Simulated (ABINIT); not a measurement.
# MgO2 (R-3m): a self-consistent loop beyond G0W0, cycle by cycle

How far does self-consistency move the gap of MgO2 (R-3m)?

Main program and level: ABINIT 10.8.3; LDA and many-body steps on it, plane waves.

### Step 1. The starting structure

The structure is trigonal, space group R-3m (No. 166). Conventional cell: a = 3.210 Å, b = 3.210 Å, c = 10.482 Å, α = 90.00°, β = 90.00°, γ = 120.00°. Nearest to Mg lie 6 O at 2.11 Å. Nearest to O lie 1 O at 1.49 Å and 3 Mg at 2.11 Å. Farther neighbours and most contacts between anions are not listed.

The cell and positions are those that the Materials Project relaxed with its own functionals (PBE, PBE+U or r2SCAN), kept fixed.

### Step 2. Empty states on the mesh, 4×4×4 mesh, 52 bands

This step: ABINIT 10.8.3; DFT, LDA, plane waves, norm-conserving pseudopotentials.

The sums over transitions need many empty states on a uniform mesh; this step solves for them.

File run.abi:

```
acell 3*1.0 Angstrom
rprim 
  1.604761016024 0.926509204586 3.493978874900
  -1.604761016024 0.926509204586 3.493978874900
  0.000000000000 -1.853018409173 3.493978874900
ntypat 2
znucl 12 8
natom 3
typat 1 2 2
xred 
  0.000000000000 0.000000000000 0.000000000000
  0.428786000000 0.428786000000 0.428786000000
  0.571214000000 0.571214000000 0.571214000000
pp_dirpath "pseudos"
pseudos "Mg.upf, O.upf"
ecut 38
ngkpt 4 4 4
nshiftk 1
shiftk 0 0 0
kptopt 1
chksymbreak 0
iscf -2
irdden 1
istwfk *1
nband 52
nbdbuf 4
tolwfr 1e-09
nstep 60
prtvol 0
indata_prefix "in"
outdata_prefix "out"
tmpdata_prefix "tmp"
```

Command:

```sh
$ OMP_NUM_THREADS=1 mpirun -n 8 abinit run.abi > log
```

Numbers of over 12 decimals in the logs are rounded to 6 here.

The log of the run:

```text
.Version 10.8.3 of ABINIT. v10.8.2 released Aug 2026.

 Symmetries : space group R-3 m (#166); Bravais hR (rhombohedral)
[... echo of the input left out ...]
== DATASET  1 ==================================================================
-   mpi_nproc: 8, omp_nthreads: 1 (-1 if OMP is not activated)
-    --> not optimal distribution: autoparal keyword recommended in input file <--

--- !DatasetInfo
iteration_state: {dtset: 1, }
dimensions: {natom: 3, nkpt: 13, mband: 52, nsppol: 1, nspinor: 1, nspden: 1, mpw: 2370, }
cutoff_energies: {ecut:  38.0, pawecutdg:  -1.0, }
[...]
1.73066    1.73066    1.77524    1.77524    1.81027    1.86467    1.86467    1.91219
   1.96125    1.96587    2.19817    2.21819    2.21819    2.23029    2.23327    2.23327
   2.30829    2.30829    2.37346    2.40872
 prteigrs : prtvol=0 or 1, do not print more k-points.

== END DATASET(S) ==============================================================
================================================================================

 -outvars: echo values of variables after computation  --------
            nband          52
             nkpt          13
          spgroup         166
 [... the other variables as echoed above ...]

 Calculation completed.
```

The job ended after 14 s (8 MPI ranks of Intel Xeon Platinum 8375C at 2.90GHz (Ice Lake), shared host; peak memory 0.58 GiB; 1.8 min of CPU time).

Numbers from this step:

- gap: 2.137 eV
- k of the valence top: 0.5, 0.5, 0.5
- k of the conduction bottom: 0.5, 0.5, 0.5
- least direct gap: 2.137 eV
- k points computed: 13
- lowest point of the top converged band, above the valence top: 56.4851 eV

On this mesh the gap is 2.137 eV.

The density comes from a self-consistent run that is not shown.

### Step 3. Screening, 4×4×4 mesh, 48 bands, screening to 130.6 eV

The RPA dielectric matrix is built and inverted for each q.

This step: RPA screening on LDA, plane waves, norm-conserving pseudopotentials.

run.abi: that of step 2 with these lines changed.

```diff
@@ -21,10 +21,11 @@
 chksymbreak 0
-iscf -2
-irdden 1
 istwfk *1
-nband 52
-nbdbuf 4
-tolwfr 1e-09
-nstep 60
-prtvol 0
+occopt 1
+irdwfk 1
+optdriver 3
+nband 48
+ecuteps 4.8
+inclvkb 2
+awtr 1
+symchi 1
 indata_prefix "in"
```

The log of the run:

```text
.Version 10.8.3 of ABINIT. v10.8.2 released Aug 2026.

 Symmetries : space group R-3 m (#166); Bravais hR (rhombohedral)
[... echo of the input left out ...]
== DATASET  1 ==================================================================
-   mpi_nproc: 8, omp_nthreads: 1 (-1 if OMP is not activated)

--- !DatasetInfo
iteration_state: {dtset: 1, }
dimensions: {natom: 3, nkpt: 13, mband: 48, nsppol: 1, nspinor: 1, nspden: 1, mpw: 2370, }
cutoff_energies: {ecut:  38.0, pawecutdg:  -1.0, }
electrons: {nelect:   2.20000000E+01, charge:   0.00000000E+00, occopt:   1.00000000E+00, tsmear:   1.00000000E-02, }

 SCREENING: Calculation of the susceptibility and dielectric matrices

 Based on a program developped by R.W. Godby, V. Olevano, G. Onida, and L. Reining.
 Incorporated in ABINIT by V. Olevano, G.-M. Rignanese, and M. Torrent.
.Using double precision arithmetic ; gwpc =  8

[... cell and pseudopotentials left out ...]
--------------------------------------------------------------------------------

 ==== K-mesh for the wavefunctions ====
 Number of points in the irreducible wedge :    13
[... list of points left out ...]
 Together with 12 symmetry operations and time-reversal symmetry
 yields    64 points in the full Brillouin Zone.

 ==== Q-mesh for the screening function ====
 Number of points in the irreducible wedge :    13
[... list of points left out ...]
 Together with 12 symmetry operations and time-reversal symmetry
 yields    64 points in the full Brillouin Zone.

 setmesh: FFT mesh size selected  =    27x   27x   27
          total number of points  =        19683

 vcoul_init : cutoff-mode = AUXILIARY_FUNCTION
 q-points for optical limit:   1
     1)      0.000010    0.000020    0.000030

- screening: taking advantage of time-reversal symmetry
- Maximum band index for partially occupied states nbvw = 11
- Remaining bands to be divided among processors   nbcw = 37
- Number of bands treated by each node ~4

 Number of electrons calculated from density =   22.0000; Expected =   22.0000
 average of density, n =  0.104591
 r_s =    1.3167
 omega_plasma =   31.1963 [eV]

 calculating chi0 at frequencies [eV] :
  1    0.000000E+00    0.000000E+00
  2    0.000000E+00    3.119628E+01

--------------------------------------------------------------------------------
  q-point number  1        q = ( 0.000000, 0.000000, 0.000000) [r.l.u.]
--------------------------------------------------------------------------------
[... chi0 elements left out ...]
 For q-point:  0.000010 0.000020 0.000030
  dielectric constant =   3.5401
  dielectric constant without local fields =   3.8768

  Average fulfillment of the sum rule on Im[epsilon] for q-point    1 :     40.17  [%]
[... wings left out ...]
  q-point number  2        q = ( 0.250000, 0.000000, 0.000000) [r.l.u.]
--------------------------------------------------------------------------------
[... chi0 elements left out ...]
  Average fulfillment of the sum rule on Im[epsilon] for q-point    2 :     54.22  [%]

 [... 11 further q-points ...]
```

Run time: 30 s. Hardware: 8 MPI ranks; peak memory 1.1 GiB.

This step gave:

| Item | Value |
| --- | --- |
| ε∞ with local fields, on this mesh, along the program's q direction | 3.540 |
| the same without local fields | 3.877 |
| plasma frequency | 31.20 eV |
| plane waves in the screening matrix | 97 |

Local fields lower ε∞ by 9 %. On a Γ-centred mesh this coarse the value itself is usually too large, while a short band sum pulls it down.

### Step 4. G0W0

The self-energy is evaluated for the states that the input lists, and the levels follow from it, in one-shot runs by the linearised quasiparticle equation.

This step: G0W0 on LDA, plane waves, norm-conserving pseudopotentials.

run.abi: that of step 3 with these lines changed.

```diff
@@ -24,8 +24,17 @@
 irdwfk 1
-optdriver 3
+optdriver 4
 nband 48
+gwcalctyp 0
+ecutsigx 38
+symsigma 1
+nkptgw 2
+kptgw 
+  0.5000000000 0.5000000000 0.5000000000
+  0.0000000000 0.0000000000 0.0000000000
+bdgw 
+  10 13
+  10 13
 ecuteps 4.8
-inclvkb 2
-awtr 1
-symchi 1
+irdscr 1
+ppmodel 1
 indata_prefix "in"
```

The log of the run:

```text
.Version 10.8.3 of ABINIT. v10.8.2 released Aug 2026.

 Symmetries : space group R-3 m (#166); Bravais hR (rhombohedral)
[... echo of the input left out ...]
== DATASET  1 ==================================================================
-   mpi_nproc: 8, omp_nthreads: 1 (-1 if OMP is not activated)

--- !DatasetInfo
iteration_state: {dtset: 1, }
dimensions: {natom: 3, nkpt: 13, mband: 48, nsppol: 1, nspinor: 1, nspden: 1, mpw: 2370, }
cutoff_energies: {ecut:  38.0, pawecutdg:  -1.0, }
electrons: {nelect:   2.20000000E+01, charge:   0.00000000E+00, occopt:   1.00000000E+00, tsmear:   1.00000000E-02, }

 SIGMA: Calculation of the GW corrections

 Based on a program developped by R.W. Godby, V. Olevano, G. Onida, and L. Reining.
 Incorporated in ABINIT by V. Olevano, G.-M. Rignanese, and M. Torrent.
.Using double precision arithmetic ; gwpc =  8

[... cell and pseudopotentials left out ...]
--------------------------------------------------------------------------------

 ==== K-mesh for the wavefunctions ====
 Number of points in the irreducible wedge :    13
[... list of points left out ...]
 Together with 12 symmetry operations and time-reversal symmetry
 yields    64 points in the full Brillouin Zone.

 ==== Q-mesh for screening function ====
 Number of points in the irreducible wedge :    13
[... list of points left out ...]
 Together with 12 symmetry operations and time-reversal symmetry
 yields    64 points in the full Brillouin Zone.

 vcoul_init : cutoff-mode = AUXILIARY_FUNCTION
 q-points for optical limit:   1
     1)      0.000010    0.000020    0.000030
 setmesh: FFT mesh size selected  =    45x   45x   45
          total number of points  =        91125

 Number of electrons calculated from density =   22.0000; Expected =   22.0000
 average of density, n =  0.104591
 r_s =    1.3167
 omega_plasma =   31.1963 [eV]

 === KS Band Gaps ===
  >>>> For spin  1
   Minimum direct gap =   2.1369 [eV], located at k-point      :   0.5000  0.5000  0.5000
   Fundamental gap    =   2.1369 [eV], Top of valence bands at :   0.5000  0.5000  0.5000
                                       Bottom of conduction at :   0.5000  0.5000  0.5000
 SIGMA fundamental parameters:
 PLASMON POLE MODEL  1
 number of plane-waves for SigmaX                 2365
 number of plane-waves for SigmaC and W             97
 number of plane-waves for wavefunctions          2365
 number of bands                                    48
 number of independent spin polarizations            1
 number of spinorial components                      1
 number of k-points in IBZ                          13
 number of q-points in IBZ                          13
 number of symmetry operations                      12
 number of k-points in BZ                           64
 number of q-points in BZ                           64
 number of frequencies for dSigma/dE                 9
 frequency step for dSigma/dE [eV]                0.25
 number of omega for Sigma on real axis              0
 max omega for Sigma on real axis  [eV]           0.00
 zcut for avoiding poles [eV]                     0.10

 EPSILON^-1 parameters (SCR file):
 dimension of the eps^-1 matrix on file             97
 dimension of the eps^-1 matrix used                97
 number of plane-waves for wavefunctions          2365
 number of bands                                    48
 number of q-points in IBZ                          13
 number of frequencies                               2
 number of real frequencies                          1
 number of imag frequencies                          1

 matrix elements of self-energy operator (all in [eV])

 Perturbative Calculation

--- !SelfEnergy_ee
iteration_state: {dtset: 1, }
kpoint     : [   0.500,    0.500,    0.500, ]
spin       : 1
KS_gap     :    2.137
QP_gap     :    5.023
Delta_QP_KS:    2.886
data: !SigmaeeData |
     Band     E0 <VxcDFT>   SigX SigC(E0)      Z dSigC/dE  Sig(E)    E-E0       E
       10   3.180 -20.478 -26.426   4.868   0.794  -0.260 -21.335  -0.857   2.322
       11   3.180 -20.478 -26.426   4.868   0.794  -0.260 -21.335  -0.857   2.322
       12   5.317 -18.094 -12.146  -3.445   0.810  -0.234 -16.066   2.029   7.345
       13   7.912  -9.710  -4.418  -3.686   0.862  -0.160  -8.325   1.385   9.296

--- !SelfEnergy_ee
iteration_state: {dtset: 1, }
kpoint     : [   0.000,    0.000,    0.000, ]
spin       : 1
KS_gap     :    5.188
QP_gap     :    7.561
Delta_QP_KS:    2.374
data: !SigmaeeData |
     Band     E0 <VxcDFT>   SigX SigC(E0)      Z dSigC/dE  Sig(E)    E-E0       E
       10   2.378 -19.584 -25.760   4.930   0.792  -0.263 -20.570  -0.987   1.391
       11   2.378 -19.584 -25.760   4.930   0.792  -0.263 -20.570  -0.987   1.391
       12   7.566 -11.433  -6.289  -3.520   0.854  -0.171 -10.046   1.387   8.952
       13   7.794 -20.079 -12.512  -4.255   0.782  -0.278 -17.487   2.592  10.386

== END DATASET(S) ==============================================================
================================================================================

 -outvars: echo values of variables after computation  --------
           etotal      0.0000000000E+00
            nband          48
             nkpt          13
          spgroup         166
 [... the other variables as echoed above ...]

 Calculation completed.
```

It took 6.7 s on 8 MPI ranks; peak memory 1.1 GiB.

Numbers from this step:

| Quantity | Value |
| --- | --- |
| G0W0 gap on the points computed | 5.023 eV |
| starting gap on the mesh | 2.137 eV |
| k of the valence top | 0.5, 0.5, 0.5 |
| k of the conduction bottom | 0.5, 0.5, 0.5 |
| Z at the valence top | 0.794 |
| Z at the conduction bottom | 0.81 |
| least direct G0W0 gap on the computed points | 5.023 eV |

The gap on the mesh goes from 2.14 eV to 5.02 eV, a correction of +2.89 eV.

### Step 5. evGW0, cycle 1

This step: evGW0 on LDA, plane waves, norm-conserving pseudopotentials.

run.abi: that of step 4 with these lines changed.

```diff
@@ -26,12 +26,34 @@
 nband 48
-gwcalctyp 0
+gwcalctyp 10
 ecutsigx 38
 symsigma 1
-nkptgw 2
+nkptgw 13
 kptgw 
+  0.0000000000 0.0000000000 0.0000000000
+  0.2500000000 0.0000000000 0.0000000000
+  0.5000000000 0.0000000000 0.0000000000
+  0.2500000000 0.2500000000 0.0000000000
+  0.5000000000 0.2500000000 0.0000000000
+  -0.2500000000 0.2500000000 0.0000000000
+  0.5000000000 0.5000000000 0.0000000000
+  0.2500000000 0.2500000000 0.2500000000
+  0.5000000000 0.2500000000 0.2500000000
+  -0.2500000000 0.2500000000 0.2500000000
+  0.5000000000 0.5000000000 0.2500000000
+  -0.2500000000 0.5000000000 0.2500000000
   0.5000000000 0.5000000000 0.5000000000
-  0.0000000000 0.0000000000 0.0000000000
 bdgw 
-  10 13
-  10 13
+  7 19
+  7 19
+  7 19
+  7 19
+  7 19
+  7 19
+  7 19
+  7 19
+  7 19
+  7 19
+  7 19
+  7 19
+  7 19
 ecuteps 4.8
```

The log of the run:

```text
.Version 10.8.3 of ABINIT. v10.8.2 released Aug 2026.

 Symmetries : space group R-3 m (#166); Bravais hR (rhombohedral)
[... echo of the input left out ...]
== DATASET  1 ==================================================================
-   mpi_nproc: 8, omp_nthreads: 1 (-1 if OMP is not activated)

--- !DatasetInfo
iteration_state: {dtset: 1, }
dimensions: {natom: 3, nkpt: 13, mband: 48, nsppol: 1, nspinor: 1, nspden: 1, mpw: 2370, }
cutoff_energies: {ecut:  38.0, pawecutdg:  -1.0, }
electrons: {nelect:   2.20000000E+01, charge:   0.00000000E+00, occopt:   1.00000000E+00, tsmear:   1.00000000E-02, }

 SIGMA: Calculation of the GW corrections

 Based on a program developped by R.W. Godby, V. Olevano, G. Onida, and L. Reining.
 Incorporated in ABINIT by V. Olevano, G.-M. Rignanese, and M. Torrent.
.Using double precision arithmetic ; gwpc =  8

[... cell and pseudopotentials left out ...]
--------------------------------------------------------------------------------

 ==== K-mesh for the wavefunctions ====
 Number of points in the irreducible wedge :    13
[... list of points left out ...]
 Together with 12 symmetry operations and time-reversal symmetry
 yields    64 points in the full Brillouin Zone.

 ==== Q-mesh for screening function ====
 Number of points in the irreducible wedge :    13
[... list of points left out ...]
 Together with 12 symmetry operations and time-reversal symmetry
 yields    64 points in the full Brillouin Zone.

 vcoul_init : cutoff-mode = AUXILIARY_FUNCTION
 q-points for optical limit:   1
     1)      0.000010    0.000020    0.000030
 setmesh: FFT mesh size selected  =    45x   45x   45
          total number of points  =        91125

 Number of electrons calculated from density =   22.0000; Expected =   22.0000
[...]
spin       : 1
KS_gap     :    4.041
QP_gap     :    7.305
Delta_QP_KS:    3.263
data: !SigmaeeData |
     Band     E_DFT   <VxcDFT>   E(N-1)  <Hhartree>   SigX  SigC[E(N-1)]    Z     dSigC/dE  Sig[E(N)]  DeltaE  E(N)_pert E(N)_diago
[...]
--- !SelfEnergy_ee
iteration_state: {dtset: 1, }
kpoint     : [   0.500,    0.500,    0.500, ]
spin       : 1
KS_gap     :    2.137
QP_gap     :    5.023
Delta_QP_KS:    2.886
data: !SigmaeeData |
     Band     E_DFT   <VxcDFT>   E(N-1)  <Hhartree>   SigX  SigC[E(N-1)]    Z     dSigC/dE  Sig[E(N)]  DeltaE  E(N)_pert E(N)_diago
[...]
18    19.981   -10.473    19.981    30.454    -3.706    -4.432     0.846    -0.182    -8.498     1.975    21.956    22.316
       19    20.138    -9.364    20.138    29.502    -2.498    -4.956     0.809    -0.236    -7.819     1.544    21.683    22.316

 New Fermi energy :        1.822742E-01 Ha ,    4.959934E+00 eV

 === QP Band Gaps ===
  >>>> For spin  1
   Minimum direct gap =   5.7199 [eV], located at k-point      :   0.5000  0.5000  0.5000
   Fundamental gap    =   5.7199 [eV], Top of valence bands at :   0.5000  0.5000  0.5000
                                       Bottom of conduction at :   0.5000  0.5000  0.5000

 writing QP data on file : out_QPS

 Convergence of QP corrections
 >>>>> For spin  1 <<<<<
.  kptgw no:  1; Maximum DeltaE = (  -1.003  -0.001) for band index:  7
.  kptgw no:  2; Maximum DeltaE = (   2.374   0.001) for band index:  6
.  kptgw no:  3; Maximum DeltaE = (   2.468   0.000) for band index: 12
[...]
.  kptgw no: 12; Maximum DeltaE = (   1.832  -0.001) for band index:  6
.  kptgw no: 13; Maximum DeltaE = (  -1.040   0.003) for band index:  8

== END DATASET(S) ==============================================================
================================================================================

 -outvars: echo values of variables after computation  --------
           etotal      0.0000000000E+00
            nband          48
             nkpt          13
          spgroup         166
 [... the other variables as echoed above ...]

 Calculation completed.
```

Run time: 68 s. Hardware: 8 MPI ranks; peak memory 3 GiB.

Numbers from this step:

```yaml
quasiparticle_gap_on_the_mesh: 5.720 eV
gap_of_the_density_functional_on_the_mesh: 2.137 eV
k_of_the_valence_top: 0.5, 0.5, 0.5
k_of_the_conduction_bottom: 0.5, 0.5, 0.5
z_at_the_valence_top: 0.794
z_at_the_conduction_bottom: 0.81
least_direct_quasiparticle_gap_on_the_computed_points: 5.720 eV
```

Against G0W0 in ABINIT (4×4×4 mesh, 48 bands, screening to 130.6 eV, Godby-Needs plasmon pole), the gap moves by +0.697 eV. This first cycle still uses the starting levels; it takes the full correction, at all points of the mesh, and its linearised value is 5.023 eV.

### Step 6. evGW0, cycle 2

The corrected levels of the last cycle go back in.

run.abi: that of step 5 with these lines changed.

```diff
@@ -61,2 +61,3 @@
 ppmodel 1
+irdqps 1
 indata_prefix "in"
```

The log of the run:

```text
.Version 10.8.3 of ABINIT. v10.8.2 released Aug 2026.

 Symmetries : space group R-3 m (#166); Bravais hR (rhombohedral)
[... echo of the input left out ...]
== DATASET  1 ==================================================================
-   mpi_nproc: 8, omp_nthreads: 1 (-1 if OMP is not activated)

--- !DatasetInfo
iteration_state: {dtset: 1, }
dimensions: {natom: 3, nkpt: 13, mband: 48, nsppol: 1, nspinor: 1, nspden: 1, mpw: 2370, }
cutoff_energies: {ecut:  38.0, pawecutdg:  -1.0, }
[...]
.  kptgw no:  3; Maximum DeltaE = (  -0.126   0.004) for band index:  6
[...]
.  kptgw no: 12; Maximum DeltaE = (  -0.053  -0.007) for band index:  6
.  kptgw no: 13; Maximum DeltaE = (  -0.073  -0.002) for band index:  1

== END DATASET(S) ==============================================================
================================================================================

 -outvars: echo values of variables after computation  --------
           etotal      0.0000000000E+00
            nband          48
             nkpt          13
          spgroup         166
 [... the other variables as echoed above ...]

 Calculation completed.
```

The job ended after 50 s (8 MPI ranks; peak memory 3 GiB).

Numbers from this step:

| Property | Result |
| --- | --- |
| quasiparticle gap on the mesh | 5.519 eV |
| gap of the density functional on the mesh | 2.137 eV |
| k of the valence top | 0.5, 0.5, 0.5 |
| k of the conduction bottom | 0.5, 0.5, 0.5 |
| least direct quasiparticle gap on the computed points | 5.519 eV |

Against the cycle before, the gap moves by −0.201 eV.

(Part 1 of 3 ends here.)

[Paths, hosts, dates, memory and timing lines, banners, echoed tables and standing remarks are left out of the program output.]

[Logs are printed without paths, hosts, clocks, repeated set-up lines and the standing remarks that a program may print on its own settings, such as how far it seeks lower states.]

[Runs of the session that timed out or met a known fault of the program may be left out.]

[Hosts, paths, dates, database ids (printed as entryN), source tags and the programs' standing remarks are cut or masked in the printed files.]

[G0W0 gaps are taken among the corrected bands and points alone; a level outside them can change the order at an edge.]

[Where Ansatz stands beside ABINIT at settings called matched, ABINIT's density can come from a denser mesh and the files from another edition; pairs whose starting gaps differed by over 0.03 eV were left out, so agreement reads better than it is.]
